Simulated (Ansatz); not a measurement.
**NiO: Hubbard U from linear response**

Linear response gives U from how a shell's filling answers a small shift of its potential. The runs below do this for NiO.

Method: functionals named at each step; plane waves, collinear spin, no spin–orbit coupling, in Ansatz 0.2.0.

## Step 1: Set-up

The structure is cubic, space group Fm-3m (No. 225). Conventional cell: a = 4.172 Å, b = 4.172 Å, c = 4.172 Å, α = 90.00°, β = 90.00°, γ = 90.00°. Ni has 6 O at 2.09 Å nearest. Nearest to O lie 6 Ni at 2.09 Å. Farther neighbours and most contacts between anions are not listed.

## Step 2: Choosing the state

The response depends on the magnetic state, so a state is chosen first, with a typed U.

3 starts were run under PBE with U = 6.12 eV on Ni d; the lowest per atom is taken, and its run is shown. Energies are taken at zero occupation width.

input.yaml reads:

```yaml
crystal:
  lattice:
    - [0.0, 2.085901641, 2.085901641]
    - [2.085901641, 0.0, 2.085901641]
    - [4.171803282, 4.171803282, 0.0]
  atoms:
    - { symbol: Ni, position: [0.0, 0.0, 0.0], spin: 2.0 }
    - { symbol: Ni, position: [0.0, 0.0, 0.5], spin: -2.0 }
    - { symbol: O, position: [0.5, 0.5, 0.25] }
    - { symbol: O, position: [0.5, 0.5, 0.75] }
magnetization:
  spin_polarized: true
kpoints:
  mp_grid: { grid: [12, 12, 6] }
hamiltonian:
  xc: pbe
  hubbard: { sites: [{ species: Ni, l: d, u_eff: 6.12 }] }
scf:
  occupations: { method: fermi_dirac, width: 0.05 }
output:
  eigenvalues: true
  write_density: true
  write_potential: true
  elf: true
  volumetric_format: npy
```

Command:

```console
$ ansatz run input.yaml --threads 2 --pin off --max-ram 5120MiB --backend cpu --events-out ev --progress --plain --runs-dir out
```

Numbers of over 12 decimals in the logs are rounded to 6 here.

Output:

```text
Ni: projections on atomic orbitals take those of the free atom [Ne] 3s2 3p6 3d8 4s2, of charge +0.00 (hamiltonian.pseudopotentials.projection_atoms); the dataset's partial waves leave at most 1.6e-6 of an orbital's norm unspanned inside its sphere
O: projections on atomic orbitals take those of the free atom [He] 2s2 2p4, of charge +0.00 (hamiltonian.pseudopotentials.projection_atoms); the dataset's partial waves leave at most 1.9e-8 of an orbital's norm unspanned inside its sphere
Engine: ansatz 0.2.0, aarch64-unknown-linux-gnu
Pseudopotentials: kind: paw
Pseudopotential: Ni, paw, valence charge 18, recommended cutoff 420 eV (normal), Ni.paw.azcp
Pseudopotential: O, paw, valence charge 6, recommended cutoff 420 eV (normal), O.paw.azcp
Functional definition: PBE
  parameter kappa = 0.804
  parameter beta = 0.066725
  exchange = pbe_x(kappa = kappa, mu = beta*pi^2/3)
  correlation = pbe_c(beta = beta)
Crystal: 4 atoms, lattice volume = 36.303 Å³
Basis set: ecut = 420 eV, 683 PW (Γ)
Bands: 32, of which v1, the nominal top of the filled ones, is band 24 counted from 1 (23 counted from 0)
Symmetry: 12 space group operations
Space group: R-3m (ITA 166), of the structure as read, at distance tolerance 3.3e-5 Å
Magnetic group: BNS 166.102 (UNI 1332), of the structure as read, at distance tolerance 3.3e-5 Å
k-points: 98 of 864
Non-local potential: Ni, projectors of the file, l = 0: 3, l = 1: 2, l = 2: 3, l = 3: 1
Non-local potential: O, projectors of the file, l = 0: 2, l = 1: 2, l = 2: 1
PAW form: soft (Blöchl's): semilocal exchange-correlation on the pseudo side does not see the compensation charge
[...]
SCF converged after 15 iterations
Magnetization: 0.0000 μB (24.0000 up, 24.0000 down)
Absolute magnetization: 3.5899 μB (∫|ρ↑−ρ↓|, with the PAW one-centre terms)
Spin contamination: 1.9198 ħ² per cell (⟨S²⟩ above its minimum at these occupations)
Per-site moments (μB) at R_I (Å): [(1.663764, 0.860434), (-1.663764, 0.860434), (-6.669464508986094e-18, 0.860434), (2.6933426633610976e-17, 0.860434)]
Free energy (F): -12809.572778 eV
Harris-Foulkes:  -12809.572778 eV  (|F-HF|=2.28e-9)
Internal energy: -12809.572778 eV  (E = F + TS)
E sigma→0 (E₀):  -12809.572778 eV
Fermi energy:    14.745984 eV
--- Per-component energies (eV) ---
  E_band       = -708.789623
  E_kinetic    = 901.481844
  E_local      = -7966.312785  (includes V_loc(G=0)·N_el)
  E_nonlocal   = 1380.989208
  E_hartree    = 3274.068889
  E_xc         = -312.582846
  E_vxc        = -400.978776  (∫ρ·V_xc dr)
  E_hubbard    = 1.726919  (on-site DFT+U / exact-exchange correction)
  E_vhub       = -47.230180  (the Hubbard potential's part of the band-sum identity)
  E_paw        = -3579.352562  (= ΣΔE_a)
  E_vpaw       = -1124.886919  (= ΣTr[D̂ρ^β])
  E_aug_tail   = 0.006377  (compensation charges beyond the density's cutoff)
  E_ewald      = -6509.597821
  E_smearing   = -0.000000  (= −TS)
  E_closure    = -0.000000  (closes the sum)
  Σ components = -12809.572778   (vs F -12809.572778, Δ=0.00e0)
--- Band table (eV; the first three rows and the last of 196) ---
  k-point 0 ↑: bands = [... 20 lower, 12.1310, 12.1350, 12.2780, 12.2780, 16.2762, 17.3691, 17.3691, 20.1934, ... 4 higher]
  k-point 1 ↑: bands = [... 20 lower, 11.8288, 11.8288, 12.6346, 12.6346, 16.8149, 17.3179, 17.3179, 20.1692, ... 4 higher]
  k-point 2 ↑: bands = [... 20 lower, 11.5932, 11.5932, 12.9820, 12.9820, 17.2126, 17.2126, 17.9380, 19.8745, ... 4 higher]
  k-point 97 ↓: bands = [... 20 lower, 10.9308, 11.1295, 11.8746, 12.1835, 17.1829, 17.3403, 23.3762, 23.5804, ... 4 higher]
Occupation matrices written to <dir>
```

Wall time 17 s (2 threads of Arm Neoverse V1, shared host); peak memory 1.1 GiB.

The column dr2 measures how far the density is from self-consistency, as an energy; F and HF (Harris–Foulkes) agree once it is small.

```tsv
start	atoms	final state	energy (meV an atom)
parallel +	2	ferromagnetic	51.4
compensated q=(0,0,1/2) +−	4	antiferromagnetic	0.0
compensated q=(0,1/2,1/2) +−	4	antiferromagnetic	56.4
```

Spin moment in the sphere by atom:

```tsv
atom	spin moment in the sphere (μB)
Ni1	1.66
Ni2	-1.66
O3	0.00
O4	0.00
```

Spin density of the compensated q=(0,0,1/2) +− start:

Spin density in the ac plane at fractional y = 0.000, with atoms of Ni within 0.2 Å of it.

Values in e/Å³, 24 rows by 15 columns, each cell a mean:
```
 4.1  4.2  2.0  0.5  0.1  0.0  0.0  0.0  0.0  0.0  0.0  0.0  0.1  0.4  1.8
 1.0  1.5  1.0  0.4  0.1  0.0  0.0  0.0  0.0  0.0  0.0  0.0  0.0  0.1  0.3
 0.1  0.3  0.3  0.2  0.1  0.0  0.0  0.0  0.0  0.0  0.0  0.0  0.0  0.0  0.1
 0.0  0.0  0.1  0.1  0.0  0.0  0.0  0.0  0.0  0.0  0.0  0.0  0.0  0.0  0.0
 0.0  0.0  0.0  0.0  0.0  0.0  0.0  0.0  0.0  0.0  0.0  0.0  0.0  0.0  0.0
 0.0  0.0  0.0  0.0  0.0  0.0  0.0  0.0  0.0  0.0  0.0  0.0  0.0  0.0  0.0
 0.0  0.0  0.0  0.0  0.0  0.0  0.0  0.0  0.0  0.0  0.0  0.0  0.0  0.0  0.0
 0.0  0.0  0.0  0.0  0.0  0.0  0.0  0.0  0.0  0.0  0.0  0.0  0.0  0.0  0.0
-0.1  0.0  0.0  0.0  0.0  0.0  0.0  0.0  0.0  0.0  0.0 -0.1 -0.1 -0.2 -0.2
-0.7 -0.3 -0.1  0.0  0.0  0.0  0.0  0.0  0.0  0.0  0.0 -0.1 -0.4 -0.9 -1.1
-3.4 -1.5 -0.3 -0.1  0.0  0.0  0.0  0.0  0.0  0.0  0.0 -0.1 -0.5 -1.8 -3.7
-6.5 -4.2 -1.2 -0.2 -0.1  0.0  0.0  0.0  0.0  0.0  0.0 -0.1 -0.3 -1.6 -4.7
-4.1 -4.2 -2.0 -0.5 -0.1  0.0  0.0  0.0  0.0  0.0  0.0  0.0 -0.1 -0.4 -1.8
-1.0 -1.5 -1.0 -0.4 -0.1  0.0  0.0  0.0  0.0  0.0  0.0  0.0  0.0 -0.1 -0.3
-0.1 -0.3 -0.3 -0.2 -0.1  0.0  0.0  0.0  0.0  0.0  0.0  0.0  0.0  0.0 -0.1
 0.0  0.0 -0.1 -0.1  0.0  0.0  0.0  0.0  0.0  0.0  0.0  0.0  0.0  0.0  0.0
 0.0  0.0  0.0  0.0  0.0  0.0  0.0  0.0  0.0  0.0  0.0  0.0  0.0  0.0  0.0
 0.0  0.0  0.0  0.0  0.0  0.0  0.0  0.0  0.0  0.0  0.0  0.0  0.0  0.0  0.0
 0.0  0.0  0.0  0.0  0.0  0.0  0.0  0.0  0.0  0.0  0.0  0.0  0.0  0.0  0.0
 0.0  0.0  0.0  0.0  0.0  0.0  0.0  0.0  0.0  0.0  0.0  0.0  0.0  0.0  0.0
 0.1  0.0  0.0  0.0  0.0  0.0  0.0  0.0  0.0  0.0  0.0  0.1  0.1  0.2  0.2
 0.7  0.3  0.1  0.0  0.0  0.0  0.0  0.0  0.0  0.0  0.0  0.1  0.4  0.9  1.1
 3.4  1.5  0.3  0.1  0.0  0.0  0.0  0.0  0.0  0.0  0.0  0.1  0.5  1.8  3.7
 6.5  4.2  1.2  0.2  0.1  0.0  0.0  0.0  0.0  0.0  0.0  0.1  0.3  1.6  4.7
```
Columns run along a (2.9 Å), rows up along c (5.9 Å). Atoms in or near the plane, at fractional coordinates: Ni at (0.00, 0.00), Ni at (0.00, 0.50).

## Step 3: PBE, one cell

The cheapest recipe shifts the site in the one cell.

input.yaml reads:

```yaml
crystal:
  lattice:
    - [0.0, 2.085901641, 2.085901641]
    - [2.085901641, 0.0, 2.085901641]
    - [4.171803282, 4.171803282, 0.0]
  atoms:
    - { symbol: Ni, position: [0.0, 0.0, 0.0], spin: 1.8 }
    - { symbol: Ni, position: [0.0, 0.0, 0.5], spin: -1.8 }
    - { symbol: O, position: [0.5, 0.5, 0.25] }
    - { symbol: O, position: [0.5, 0.5, 0.75] }
magnetization:
  spin_polarized: true
kpoints:
  mp_grid: { grid: [8, 8, 4] }
hamiltonian:
  xc: pbe
  hubbard: { sites: [{ species: Ni, l: d, u_eff: linear-response }] }
scf:
  occupations: { method: fermi_dirac, width: 0.05 }
output:
  eigenvalues: true
```

Output:

```text
[...]
davidson cushion auto → off  (block headroom 7 ≥ Hubbard manifold empty extent 2; pin scf.eigensolver.cushion to override)
LR-U cycle 1: input U_eff = [0.000, 0.000] eV
Crystal: 4 atoms, lattice volume = 36.303 Å³
Basis set: ecut = 420 eV, 683 PW (Γ)
Bands: 31, of which v1, the nominal top of the filled ones, is band 24 counted from 1 (23 counted from 0)
Symmetry: 12 space group operations
[...]
k-points: 35 of 256
[...]
Starting moments: Σ|m| = 3.6 μB on 2 of 4 sites
[...]
SCF iter   1: F=—  HF=-12817.680417 eV  |F-HF|=—  |Δ(HF+E_count)|=         —  Δρ=2.62e-1 (↑2.62e-1 ↓2.62e-1)  dr2=5.28e1  dr2_m=7.01e0  M=0.000 μB ∫|m|=0.898 μB  β_m=0.30  ethr=1.00e-1  ⟨swp⟩=5.6  Hψ=2973  notcnv=0
[...]
SCF iter  17: F=-12811.875202 eV  HF=-12811.875202 eV  |F-HF|=0.00e0  |Δ(HF+E_count)|=  9.09e-12  Δρ=3.55e-8 (↑3.55e-8 ↓3.55e-8)  dr2=1.02e-12  dr2_m=9.77e-14  M=0.000 μB ∫|m|=3.016 μB  ethr=1.12e-12 (applied; sched 1.00e-12)  ⟨swp⟩=2.0  Hψ=1926  notcnv=0
SCF 1 converged in 17 iterations: F = -12811.875202 eV  dr2 = 1.02e-12
[...]
eigensolver tolerance schedule calibrated: the retry pair's looser diagonalisation under-reported the residual by θ = 0.20 (0.10/decade); ethr = c·dr2/N_el runs at the constant in force after the calibration composes with the one it found (an armed cap, an earlier calibration), c = 9.5e-2
[...]
SCF 2 converged in 9 iterations: F = -12811.769500 eV  dr2 = 9.45e-12
[...]
SCF 3 converged in 9 iterations: F = -12811.980917 eV  dr2 = 6.39e-12
[...]
LR-U cycle 1: largest |computed − input| of the U and V asked for = 7.0350 eV
LR-U result after 1 cycle(s), on one cell, whose images are shifted too, at d_alpha = 0.0125 eV:
  orbit [0]: n₀ = 8.4567, χ₀ = -0.2326 eV⁻¹, χ = -0.0873 eV⁻¹, U = 7.035 eV, projected Ū = 7.035 eV over the magnetic orbit of site 0 (written back: yes)
[...]
Signs of the perturbation — the screened responses to the two lie 0.02 % off their mean on orbit [0]
[...]
SCF 4 converged in 15 iterations: F = -12809.324511 eV  dr2 = 1.24e-9
Symmetry: 4 space group operations
k-points: 78 of 256
[...]
SCF converged after 15 iterations
Magnetization: 0.0000 μB (24.0000 up, 24.0000 down)
Absolute magnetization: 3.6314 μB (∫|ρ↑−ρ↓|, with the PAW one-centre terms)
[...]
Per-site moments (μB) at R_I (Å): [(1.688232, 0.860434), (-1.688232, 0.860434), (6.389653562020345e-18, 0.860434), (1.2758772845809897e-17, 0.860434)]
Free energy (F): -12809.324511 eV
[...]
Internal energy: -12809.324511 eV  (E = F + TS)
E sigma→0 (E₀):  -12809.324511 eV
Fermi energy:    14.725909 eV
[...]
--- Band table (eV; the first three rows and the last of 70) ---
  k-point 0 ↑: bands = [... 20 lower, 12.1928, 12.1964, 12.2960, 12.2960, 16.2903, 17.6597, 17.6597, 20.1990, ... 3 higher]
  k-point 1 ↑: bands = [... 20 lower, 11.7477, 11.7477, 12.8268, 12.8268, 17.3692, 17.5663, 17.5663, 20.0917, ... 3 higher]
  k-point 2 ↑: bands = [... 20 lower, 11.5649, 11.5649, 13.0982, 13.0982, 17.4702, 17.4702, 19.0362, 19.1620, ... 3 higher]
  k-point 34 ↓: bands = [... 20 lower, 10.9028, 11.1550, 11.6142, 11.9900, 17.4219, 17.6816, 23.4734, 23.6280, ... 3 higher]
Occupation matrices written to <dir>
```

Elapsed: 13 s, on 2 threads; peak memory 0.58 GiB; 26 s of CPU time.

Bare and screened response, and U:

```tsv
site	electrons	χ₀ (1/eV)	χ (1/eV)	U (eV)
Ni1	8.457	-0.2326	-0.08730	7.04
Ni2	8.457	-0.2326	-0.08730	7.04
```

For Ni1 the on-site elements alone give 1/χ₀ − 1/χ = 7.16 eV, the inverses of the full matrices 6.33 eV, and the program reports 7.04 eV, after an interpolation towards a dense mesh that it makes on unshifted meshes and on single cells of several shells. The state, moments and gap printed next belong to the closing SCF at this U.

Read from the output:

| Property | Result |
| --- | --- |
| magnetization | 0 μB |
| final state | antiferromagnetic |
| largest moment | 1.688 μB |

U on Ni is 7.04 eV. All images of the site are shifted together here, so the value is not converged.

## Step 4: PBE, q-mesh 3×3×3

A mesh of wavevectors stands for a supercell in which the shifted site is farther from its images.

input.yaml: that of step 3 with these lines changed.

```diff
@@ -13,6 +13,8 @@
 kpoints:
-  mp_grid: { grid: [8, 8, 4] }
+  mp_grid: { grid: [9, 9, 9] }
 hamiltonian:
   xc: pbe
-  hubbard: { sites: [{ species: Ni, l: d, u_eff: linear-response }] }
+  hubbard:
+    sites: [{ species: Ni, l: d, u_eff: linear-response }]
+    lr: { qmesh: [3, 3, 3] }
 scf:
```

Output:

```text
[...]
LR-U cycle 1: input U_eff = [0.000, 0.000] eV
Crystal: 4 atoms, lattice volume = 36.303 Å³
Basis set: ecut = 420 eV, 683 PW (Γ)
Bands: 31, of which v1, the nominal top of the filled ones, is band 24 counted from 1 (23 counted from 0)
Symmetry: 12 space group operations
[...]
k-points: 85 of 729
[...]
Starting moments: Σ|m| = 3.6 μB on 2 of 4 sites
[...]
SCF iter   1: F=—  HF=-12817.681239 eV  |F-HF|=—  |Δ(HF+E_count)|=         —  Δρ=2.61e-1 (↑2.61e-1 ↓2.61e-1)  dr2=5.22e1  dr2_m=7.03e0  M=0.000 μB ∫|m|=0.894 μB  β_m=0.30  ethr=1.00e-1  ⟨swp⟩=5.6  Hψ=7230  notcnv=0
[...]
SCF iter  18: F=-12811.875464 eV  HF=-12811.875464 eV  |F-HF|=0.00e0  |Δ(HF+E_count)|=  5.46e-12  Δρ=2.01e-8 (↑2.01e-8 ↓2.01e-8)  dr2=1.29e-13  dr2_m=7.71e-14  M=0.000 μB ∫|m|=3.014 μB  ethr=1.12e-12 (applied; sched 1.00e-12)  ⟨swp⟩=2.0  Hψ=4677  notcnv=0
SCF 1 converged in 18 iterations: F = -12811.875464 eV  dr2 = 1.29e-13
[...]
LR-U reference ψ shed before the perturbed-orbit SCFs — 0.06 GiB of wavefunction and exchange-operator storage released
NSCF: frozen V_eff on 85 k-points
[...]
DFPT response loops at q = (0, 0.333333, 0) (fractional): preconditioner auto → Kerker (q_TF=auto, 2.858 Å⁻¹) (partly filled bands, converged f_vac=0.000); β = 1.00, the filter's whole step (`scf.mixing.beta` (0.30) is not read by the response loops under this deck's `scf.mixing.preconditioner`; to damp them name `kerker` or `kerker_dos`, under which they read `scf.mixing.beta`, and type it under 1.00, their step now; both keys bind the ground state too); Broyden in place of MSR1
[...]
LR-U cycle 1: largest |computed − input| of the U and V asked for = 6.8178 eV
LR-U result after 1 cycle(s), on the 3×3×3 q mesh at shift [0, 0, 0]:
[...]
q = [0.0000, 0.0000, 0.0000], weight 0.0370: sites [0] shifted on 85 pairs of k-points with 31 bands, 9 passes, the loops' stops and last bands leave some 1.8e-5 eV⁻¹ in χ
[...]
SCF 2 converged in 15 iterations: F = -12809.381507 eV  dr2 = 2.24e-9
Symmetry: 4 space group operations
k-points: 205 of 729
[...]
SCF converged after 15 iterations
Magnetization: 0.0000 μB (24.0000 up, 24.0000 down)
Absolute magnetization: 3.6220 μB (∫|ρ↑−ρ↓|, with the PAW one-centre terms)
[...]
Per-site moments (μB) at R_I (Å): [(1.682637, 0.860434), (-1.682637, 0.860434), (1.6082268628253982e-18, 0.860434), (1.7806864043794744e-17, 0.860434)]
Free energy (F): -12809.381507 eV
[...]
Internal energy: -12809.381507 eV  (E = F + TS)
E sigma→0 (E₀):  -12809.381507 eV
Fermi energy:    14.742223 eV
[...]
--- Band table (eV; the first three rows and the last of 170) ---
  k-point 0 ↑: bands = [... 20 lower, 12.1784, 12.1821, 12.2901, 12.2901, 16.2870, 17.5886, 17.5886, 20.1977, ... 3 higher]
  k-point 1 ↑: bands = [... 20 lower, 11.9770, 11.9773, 12.5120, 12.5120, 16.5452, 17.5664, 17.5664, 20.1940, ... 3 higher]
  k-point 2 ↑: bands = [... 20 lower, 11.7749, 11.7749, 12.7681, 12.7681, 17.1759, 17.5098, 17.5098, 20.1285, ... 3 higher]
  k-point 84 ↓: bands = [... 20 lower, 10.7125, 10.9797, 11.8126, 12.1358, 17.4210, 17.5825, 23.3595, 23.6097, ... 3 higher]
Occupation matrices written to <dir>
```

Run time: 9.4 min. Hardware: 2 threads; peak memory 1.5 GiB; 19 min of CPU time.

The response of each shell:

```tsv
site	electrons	χ₀ (1/eV)	χ (1/eV)	U (eV)
Ni1	8.457	-0.2759	-0.09527	6.82
Ni2	8.457	-0.2759	-0.09527	6.82
```

For Ni1 the on-site elements alone give 1/χ₀ − 1/χ = 6.87 eV, the inverses of the full matrices 6.80 eV, and the program reports 6.82 eV, after an interpolation towards a dense mesh that it makes on unshifted meshes and on single cells of several shells. The state, moments and gap printed next belong to the closing SCF at this U.

Numbers from this step:

```yaml
magnetization: 0 μB
final_state: antiferromagnetic
largest_moment: 1.683 μB
```

U on Ni is 6.82 eV here against 7.04 eV (-3 %) in the run that differs in the way the response is sampled and in its k-mesh (PBE, one cell), at 44 times its CPU time.

[end of part 1 of 2]

[Logs and program files are shortened in this print: banners, set-up blocks, solver, clock and traceback lines can be left out without a mark of their own.]

[Logs are printed without paths, hosts, clocks, repeated set-up lines and the standing remarks that a program may print on its own settings, such as how far it seeks lower states.]

[Hosts, paths, dates, database ids (printed as entryN), source tags and the programs' standing remarks are cut or masked in the printed files.]

[Where a cell is said to come from a database of computed structures, the database is the Materials Project.]
